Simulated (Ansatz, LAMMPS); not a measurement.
**Structural relaxation of Mg2+ TFSI- in gamma-butyrolactone, from a frame at 410 K (110 atoms)**

Aim: bring Mg2+ TFSI- in gamma-butyrolactone, from a frame at 410 K (110 atoms) to a nearby minimum of the energy and see what moves.

Main program and level: Ansatz 0.2.0; Kohn-Sham DFT, LDA, PAW (set soft_2), plane waves.

Most raw output is cut from this account.

### Step 1. Set-up

The cell holds 110 atoms: 4 N, 8 S, 24 O, 24 C, 24 F, 24 H and 2 Mg. Cell: a = 11.663 Å, b = 11.663 Å, c = 11.663 Å, α = 90.0°, β = 90.0°, γ = 90.0°. 4 gamma-butyrolactone, 2 Mg2+, 4 TFSI- placed at random, at 1.58 g/cm³; overlaps pushed apart, then 10 ps at 550 K with divalent ions of Li, Roberts, Chakravorty and Merz (J. Chem. Theory Comput. 9, 2733 (2013)); MMFF94 bonds, angles, torsions, charges and radii (Halgren, J. Comput. Chem. 17, 490 (1996)) in harmonic and 12-6 forms; charges of ions scaled by 0.8. Snapshot after 30 ps at 410 K and fixed volume.

Before any run, some limits are plain. The network of contacts between molecules at the start is that of the classical potential that made the cell. The functional has no dispersion term, which matters for the binding between molecules or layers, where LDA binds through overlap of densities alone. The density was typed from a rule of thumb and may lie off the real one at this temperature. Only the Γ point is sampled, in a cell whose shortest periodic width is 12 Å.

### Step 2. Making the structure

A classical potential supplies the starting structure, since it reaches far longer times than DFT.

This step: classical MD, divalent ions of Li, Roberts, Chakravorty and Merz (J. Chem. Theory Comput. 9, 2733 (2013)); MMFF94 bonds, angles, torsions, charges and radii (Halgren, J. Comput. Chem. 17, 490 (1996)) in harmonic and 12-6 forms; charges of ions scaled by 0.8 (LAMMPS 22 Jul 2025 - Update 4).

in.lmp reads:

```
# Mg2+ TFSI- in gamma-butyrolactone
units real
atom_style full
boundary p p p
bond_style harmonic
angle_style harmonic
dihedral_style opls
improper_style harmonic
special_bonds lj 0 0 0.5 coul 0 0 0.75
read_data data.lmp
neigh_modify delay 0 every 1 check yes one 4000
comm_modify cutoff 12.0
timestep 0.5
thermo_style custom step time temp pe press density
thermo_modify norm yes
# push overlapping molecules apart
pair_style soft 2.6
pair_coeff * * 0.0
variable a equal ramp(1,60)
fix ad all adapt 1 pair soft a * * v_a
velocity all create 550 463149 mom yes dist gaussian
fix lim all nve/limit 0.03
fix lan all langevin 550 550 50 463150 zero yes
thermo 1000
run 3000 post no
unfix ad
pair_style lj/cut/coul/long 9.0
pair_modify mix arithmetic tail yes
pair_coeff 1 1 0.0721 3.5530   # N
pair_coeff 2 2 0.2681 3.4180   # S
pair_coeff 3 3 0.0763 3.0960   # O
pair_coeff 4 4 0.0678 3.3680   # C
pair_coeff 5 5 0.0801 2.5590   # F
pair_coeff 6 6 0.0763 2.9870   # O
# [... 22 lines left out ...]
compute msd all msd com yes
thermo 7500
fix md all nvt temp 410 410 100
run 30000 post no
print "== T410: mean square displacement over the hold $(c_msd[4]:%.2f) A^2"
unfix md
uncompute msd
write_dump all custom T410.dump id type xs ys zs modify sort id
```

The run is started by

```
$ lmp -in in.lmp -log none -nocite
```

It took 15 s on 1 thread of Arm Neoverse V2, shared host; peak memory 0.12 GiB.

The input also reads data.lmp (atoms, bonds and types; not printed here).

### Step 3. Single point at the start

The forces at the start show how far the geometry lies from a minimum of this functional.

input.yaml reads:

```yaml
crystal:
  lattice:
    - [11.66344, 0.0, 0.0]
    - [0.0, 11.66344, 0.0]
    - [0.0, 0.0, 11.66344]
  atoms:
    - { symbol: "N", position: [0.8872, 0.57602, 0.79877] }
    - { symbol: S, position: [0.94058, 0.45883, 0.76102] }
    - { symbol: O, position: [0.88474, 0.35995, 0.8072] }
    - { symbol: O, position: [0.06743, 0.45145, 0.77185] }
    - { symbol: C, position: [0.91073, 0.45958, 0.6121] }
    - { symbol: F, position: [0.97794, 0.37806, 0.5544] }
    - { symbol: F, position: [0.92605, 0.56467, 0.56116] }
    - { symbol: F, position: [0.79819, 0.4277, 0.60031] }
    - { symbol: S, position: [0.92158, 0.59821, 0.92611] }
    - { symbol: O, position: [0.90953, 0.716, 0.96141] }
    - { symbol: O, position: [0.01621, 0.53422, 0.97226] }
    - { symbol: C, position: [0.80101, 0.53461, 0.99682] }
    - { symbol: F, position: [0.71114, 0.53381, 0.92181] }
    - { symbol: F, position: [0.75956, 0.59742, 0.08704] }
    - { symbol: F, position: [0.82375, 0.42435, 0.03577] }
    - { symbol: "N", position: [0.60006, 0.084, 0.29564] }
    - { symbol: S, position: [0.67565, 0.12249, 0.40014] }
    - { symbol: O, position: [0.76556, 0.0417, 0.42041] }
    - { symbol: O, position: [0.60914, 0.15774, 0.50251] }
    - { symbol: C, position: [0.74315, 0.25412, 0.35518] }
    - { symbol: F, position: [0.66655, 0.33976, 0.33546] }
    - { symbol: F, position: [0.81531, 0.23913, 0.2623] }
    - { symbol: F, position: [0.80415, 0.29529, 0.44569] }
    - { symbol: S, position: [0.51914, 0.97812, 0.33027] }
    - { symbol: O, position: [0.41389, 0.96362, 0.26231] }
    - { symbol: O, position: [0.493, 0.9712, 0.45106] }
    - { symbol: C, position: [0.61859, 0.86069, 0.28464] }
    - { symbol: F, position: [0.62337, 0.77354, 0.3578] }
    - { symbol: F, position: [0.72878, 0.90633, 0.26858] }
    - { symbol: F, position: [0.58844, 0.81284, 0.18372] }
    - { symbol: "N", position: [0.51024, 0.30735, 0.8726] }
    - { symbol: S, position: [0.55073, 0.17768, 0.86018] }
    - { symbol: O, position: [0.66332, 0.1478, 0.90213] }
    - { symbol: O, position: [0.52685, 0.12851, 0.74462] }
    - { symbol: C, position: [0.4439, 0.11807, 0.96336] }
    - { symbol: F, position: [0.414, 0.00878, 0.93263] }
    - { symbol: F, position: [0.34102, 0.18368, 0.97119] }
    - { symbol: F, position: [0.4939, 0.11692, 0.06894] }
    - { symbol: S, position: [0.3932, 0.32588, 0.81383] }
    - { symbol: O, position: [0.32382, 0.41381, 0.86852] }
    - { symbol: O, position: [0.32663, 0.22604, 0.7821] }
    - { symbol: C, position: [0.44943, 0.38702, 0.68996] }
    - { symbol: F, position: [0.36449, 0.41998, 0.61647] }
    - { symbol: F, position: [0.5142, 0.30891, 0.63244] }
    - { symbol: F, position: [0.51149, 0.4851, 0.7119] }
    - { symbol: "N", position: [0.29922, 0.81321, 0.82524] }
    - { symbol: S, position: [0.19442, 0.73375, 0.86054] }
    - { symbol: O, position: [0.21341, 0.61375, 0.87768] }
    - { symbol: O, position: [0.09092, 0.75764, 0.79849] }
    - { symbol: C, position: [0.1808, 0.779, 0.01364] }
    - { symbol: F, position: [0.0876, 0.72874, 0.06516] }
    - { symbol: F, position: [0.16924, 0.89537, 0.02304] }
    - { symbol: F, position: [0.27304, 0.75466, 0.07864] }
    - { symbol: S, position: [0.3, 0.8436, 0.69374] }
    - { symbol: O, position: [0.38505, 0.92764, 0.65575] }
    - { symbol: O, position: [0.19768, 0.86749, 0.63576] }
    - { symbol: C, position: [0.3443, 0.71238, 0.63253] }
    - { symbol: F, position: [0.25825, 0.63643, 0.62541] }
    - { symbol: F, position: [0.43498, 0.66818, 0.69494] }
    - { symbol: F, position: [0.37473, 0.73112, 0.52234] }
    - { symbol: O, position: [0.1291, 0.27908, 0.96778] }
    - { symbol: C, position: [0.07855, 0.19117, 0.99491] }
    - { symbol: C, position: [0.05308, 0.09556, 0.91556] }
    - { symbol: C, position: [0.95583, 0.04263, 0.98265] }
    - { symbol: C, position: [0.98548, 0.05779, 0.10505] }
    - { symbol: O, position: [0.03554, 0.17068, 0.10667] }
    - { symbol: H, position: [0.13212, 0.03913, 0.90386] }
    - { symbol: H, position: [0.0314, 0.12377, 0.82931] }
    - { symbol: H, position: [0.95414, 0.94491, 0.96926] }
    - { symbol: H, position: [0.86747, 0.08079, 0.96492] }
    - { symbol: H, position: [0.90573, 0.05596, 0.15657] }
    - { symbol: H, position: [0.03412, 0.98677, 0.14158] }
    - { symbol: O, position: [0.6324, 0.95085, 0.63196] }
    - { symbol: C, position: [0.73424, 0.92475, 0.63168] }
    - { symbol: C, position: [0.81945, 0.98486, 0.69982] }
    - { symbol: C, position: [0.92125, 0.92056, 0.68894] }
    - { symbol: C, position: [0.8995, 0.84793, 0.58185] }
    - { symbol: O, position: [0.78103, 0.83115, 0.58308] }
    [... 26 atom lines left out ...]
    - { symbol: H, position: [0.40286, 0.37055, 0.32365] }
    - { symbol: H, position: [0.42152, 0.50684, 0.40315] }
    - { symbol: H, position: [0.5058, 0.583, 0.19928] }
    - { symbol: H, position: [0.56371, 0.45187, 0.20724] }
    - { symbol: Mg, position: [0.1567, 0.44613, 0.92493] }
    - { symbol: Mg, position: [0.4916, 0.04765, 0.60334] }
kpoints:
  mp_grid: { grid: [1, 1, 1] }
hamiltonian:
  xc: lda
scf:
  occupations: { method: fixed }
output:
  forces: true
  stress: true
  populations: true
  dos:
    method: { smearing: { sigma: 0.08 } }
    de: 0.1
    projected: { site_lists: { C: [C], F: [F], H: [H], Mg: [Mg], "N": ["N"] } }
  eigenvalues: true
```

The run is started by

```
$ ansatz run input.yaml --threads 4 --pin off --max-ram 8192MiB --backend cpu --events-out ev --progress --plain --runs-dir out
```

It took 21 s on 4 threads of Arm Neoverse V2, shared host; peak memory 1.9 GiB; 77 s of CPU time.

Numbers from this run:

* free energy: -50801.6507 eV
* free energy per atom: -461.8332 eV/atom
* SCF cycles: 10
* pressure: -1.429 GPa
* r.m.s. force component: 1.202 eV/Å
* longest force: 4.419 eV/Å
* Fermi energy: -1.02 eV
* gap (highest filled to lowest empty level): 4.082 eV
* spilling of the projection: 0.01453

The r.m.s. force component of 1.2 eV/Å and the pressure of -1.4 GPa set the starting point.

Neighbours are counted within 1.85 Å (C-C), 1.62 Å (C-F), 1.34 Å (C-H), 1.73 Å (C-O), 2.21 Å (C-S), 1.88 Å (O-S), 2.62 Å (O-Mg), 2.02 Å (S-N).

Length of the force by element and coordination:

```csv
element,coordination,atoms,mean length of the force (eV/Å),spread,least,most
C,all,24,2.53,0.977,1.06,4.42
C,3,4,1.78,0.665,1.17,2.87
C,4,20,2.68,0.960,1.06,4.42
F,all,24,1.98,0.662,0.946,3.57
H,all,24,1.16,0.591,0.13,2.79
Mg,all,2,0.689,5.0e-4,0.688,0.689
N,all,4,1.20,0.600,0.259,1.93
O,all,24,1.71,0.864,0.445,3.72
O,1,8,1.50,0.769,0.445,2.72
O,2,16,1.81,0.890,0.546,3.72
S,all,8,2.67,0.631,1.77,3.66
```

### Step 4. Relaxation

With the cell held, the atoms are moved downhill towards a nearby minimum.

input.yaml, the sections that differ from step 3:

```yaml
output:
  forces: true
relax:
  f_tol: 0.03
  max_steps: 200
# crystal, kpoints, hamiltonian, scf: as in step 3
```

Elapsed: 6.5 min, on 4 threads; peak memory 1.7 GiB.

Relaxation path (22 of 45):

```
step  energy less that of the first step (eV)  largest force component (eV/Å)
   1                                   0.0000                          3.4800
   3                                  -7.6063                          0.9198
   5                                  -8.4475                          0.4054
   7                                  -8.7658                          0.2895
   9                                  -8.9454                          0.3007
  11                                  -9.0427                          0.7256
  14                                  -9.1754                          0.8115
  16                                  -9.2622                          0.1186
  18                                  -9.2954                          0.2082
  20                                  -9.3189                          0.1706
  22                                  -9.3332                          0.1311
  24                                  -9.3452                          0.1662
  26                                  -9.3551                          0.1980
  28                                  -9.3630                          0.1241
  30                                  -9.3711                          0.0842
  32                                  -9.3774                          0.1452
  35                                  -9.3908                          0.0902
  37                                  -9.3995                          0.1020
  39                                  -9.4069                          0.1623
  41                                  -9.4117                          0.0882
  43                                  -9.4155                          0.0562
  45                                  -9.4165                          0.0252
```

The atoms that moved most (Å):

```
atom      dx      dy      dz  length
 F28  -2.210  -0.010  -1.159   2.495
 H96  -1.099   1.332   1.711   2.431
  F8   1.589   1.014  -0.716   2.017
 H84  -0.996  -0.940   1.441   1.988
 F29  -1.386  -1.232   0.460   1.911
  F6   1.581   1.048  -0.178   1.906
 F36   1.707  -0.646  -0.320   1.853
  F7   1.546   0.718   0.663   1.829
```

The relaxation changed the energy by -85.6 meV/atom, and atoms moved by 0.99 Å r.m.s., 2.5 Å at most.

### Step 5. Distances and neighbours after relaxation

Bonds before and after, by the cutoffs listed below:

```csv
pair,bonds before,bonds after,mean before (Å),mean after (Å),spread before (Å),spread after (Å)
C-C,12,12,1.494,1.505,0.043,0.013
C-F,24,24,1.370,1.323,0.021,0.005
C-H,24,24,1.098,1.102,0.034,0.003
C-O,12,12,1.339,1.326,0.086,0.091
C-S,8,8,1.810,1.849,0.049,0.007
O-S,16,16,1.449,1.442,0.024,0.012
O-Mg,12,12,2.043,2.030,0.073,0.030
S-N,8,8,1.575,1.565,0.019,0.004
```

Density 1.58 g/cm³, 14.42 Å³ an atom.

g(r), total and by pair (bins of 0.2 Å):

```csv
r (Å),total,C-C,C-F,C-H,C-O,C-S,C-N
1.00,0.81,0.00,0.00,8.55,0.00,0.00,0.00
1.20,1.51,0.00,0.00,13.00,2.92,0.00,0.00
1.40,2.87,4.03,15.00,0.00,4.66,0.00,0.00
1.60,0.69,7.55,0.00,0.00,0.00,0.00,0.00
1.80,0.64,0.00,0.00,0.00,0.00,7.75,0.00
2.00,0.55,0.00,0.00,0.51,0.00,0.00,0.00
2.20,1.61,1.70,0.00,8.75,0.00,0.00,0.00
2.40,1.06,3.15,0.00,0.00,2.33,0.00,0.00
2.60,1.17,0.00,0.00,0.00,2.56,0.00,6.55
2.80,1.04,0.00,0.14,1.48,0.00,0.00,0.89
3.00,1.25,0.00,0.12,1.47,0.00,0.00,0.00
3.20,0.84,0.00,1.19,1.56,0.53,0.00,0.00
3.40,0.84,0.00,1.23,1.04,1.97,0.00,0.56
3.60,0.66,0.33,0.75,0.68,1.45,0.73,0.00
3.80,0.97,0.44,0.76,0.82,0.91,1.36,0.00
4.00,0.97,0.42,1.38,0.54,0.90,1.44,0.00
4.20,1.04,0.74,0.76,0.87,0.94,0.55,0.37
4.40,0.99,2.04,0.68,0.62,1.30,1.38,1.03
4.60,0.83,1.35,0.67,0.77,0.78,0.78,0.95
4.80,0.97,0.66,0.99,1.33,0.82,1.84,0.85
5.00,0.97,0.96,1.27,0.69,1.10,1.31,1.31
5.20,1.09,1.46,1.17,0.76,1.35,1.09,0.98
5.40,1.15,0.61,1.47,1.01,0.98,0.90,1.80
5.60,0.92,1.18,1.18,0.52,0.87,1.35,1.67
```

Bonds by pair of elements; cutoffs follow the first minimum of g(r), held within bounds set by covalent radii, and pairs that aren't listed don't count as bonded:

```
pair A-B  cutoff (Å)  bonds  mean length (Å)  spread (Å)  shortest (Å)  B about A  A about B
     C-C        1.85     12             1.50       0.013          1.48          1          1
     C-F        1.62     24             1.32       0.005          1.31          1          1
     C-H        1.34     24             1.10       0.003          1.10          1          1
     C-O        1.73     12             1.33       0.091          1.22        0.5        0.5
     C-S        2.21      8             1.85       0.007          1.84      0.333          1
     O-S        1.88     16             1.44       0.012          1.42      0.667          2
    O-Mg        2.48     12             2.03        0.03          1.99        0.5          6
     S-N        1.98      8             1.56       0.004          1.56          1          2
```

How many atoms have how many bonded neighbours:

```
element  mean   1   2  3   4  6
      C  3.83   0   0  4  20  0
      F     1  24   0  0   0  0
      H     1  24   0  0   0  0
     Mg     6   0   0  0   0  2
      N     2   0   4  0   0  0
      O  1.67   8  16  0   0  0
      S     4   0   0  0   8  0
```

Bond angles, per cent of each kind in bins of 5°:

| angle (°) | C-C-H | O-Mg-O | F-C-S | F-C-F | N-S-O |
| --- | --- | --- | --- | --- | --- |
| 80–85 | 0.0 | 6.7 | 0.0 | 0.0 | 0.0 |
| 85–90 | 0.0 | 36.7 | 0.0 | 0.0 | 0.0 |
| 90–95 | 0.0 | 30.0 | 0.0 | 0.0 | 0.0 |
| 95–100 | 0.0 | 6.7 | 0.0 | 0.0 | 0.0 |
| 100–105 | 0.0 | 0.0 | 0.0 | 0.0 | 0.0 |
| 105–110 | 17.5 | 0.0 | 58.3 | 100.0 | 18.8 |
| 110–115 | 75.0 | 0.0 | 41.7 | 0.0 | 56.2 |
| 115–120 | 7.5 | 0.0 | 0.0 | 0.0 | 25.0 |
| 120–125 | 0.0 | 0.0 | 0.0 | 0.0 | 0.0 |
| 125–130 | 0.0 | 0.0 | 0.0 | 0.0 | 0.0 |
| 130–135 | 0.0 | 0.0 | 0.0 | 0.0 | 0.0 |
| 135–140 | 0.0 | 0.0 | 0.0 | 0.0 | 0.0 |
| 140–145 | 0.0 | 0.0 | 0.0 | 0.0 | 0.0 |
| 145–150 | 0.0 | 0.0 | 0.0 | 0.0 | 0.0 |
| 150–155 | 0.0 | 0.0 | 0.0 | 0.0 | 0.0 |
| 155–160 | 0.0 | 0.0 | 0.0 | 0.0 | 0.0 |
| 160–165 | 0.0 | 0.0 | 0.0 | 0.0 | 0.0 |
| 165–170 | 0.0 | 0.0 | 0.0 | 0.0 | 0.0 |
| 170–175 | 0.0 | 10.0 | 0.0 | 0.0 | 0.0 |
| 175–180 | 0.0 | 10.0 | 0.0 | 0.0 | 0.0 |

Bond angles (no mean is given where the spread exceeds 20°):

| angle | count | mean (°) | spread (°) |
| --- | --- | --- | --- |
| C-C-H | 40 | 112 | 2.5 |
| O-Mg-O | 30 | - | - |
| F-C-S | 24 | 110 | 1 |
| F-C-F | 24 | 109 | 0.3 |
| N-S-O | 16 | 113 | 3.1 |

Bond length by coordination (bonds to H left out):

| element | coordination | atoms | mean bond length (Å) |
| --- | --- | --- | --- |
| C | 3 | 4 | 1.34 |
| C | 4 | 20 | 1.47 |
| O | 1 | 8 | 1.43 |
| O | 2 | 16 | 1.62 |

Rings of the network by King's shortest-path rule, up to 12 atoms, one path for each pair of neighbours; H, halogens, alkali and alkaline-earth atoms are left out, and the last column divides by all other atoms, bonded or not:

```
ring size (atoms)  rings  per network atom
                5      4             0.067
```

For some of the pairs, g(r) has its first main peak near 1.5 Å (C-C), 1.3 Å (C-F), 1.1 Å (C-H), 1.3 Å (C-O), 1.8 Å (C-S) and 2.7 Å (C-N). By these cutoffs 83 % of C atoms have 4, all F atoms have 1, all H atoms have 1 and all Mg atoms have 6 bonded neighbours. The C-C-H angle averages 112° with a spread of 2°. All rings counted have 5 atoms.

[end of part 1 of 2]

[Logs are printed without paths, hosts, clocks, repeated set-up lines and the standing remarks that a program may print on its own settings, such as how far it seeks lower states.]

[Hosts, paths, dates, database ids (printed as entryN), source tags and the programs' standing remarks are cut or masked in the printed files.]

[The MMFF94 radii named for the starting cell were scaled by 0.96; in molecules described by MMFF94, hydrogen bound to N, O or S took a small fixed 12-6 site in their place.]
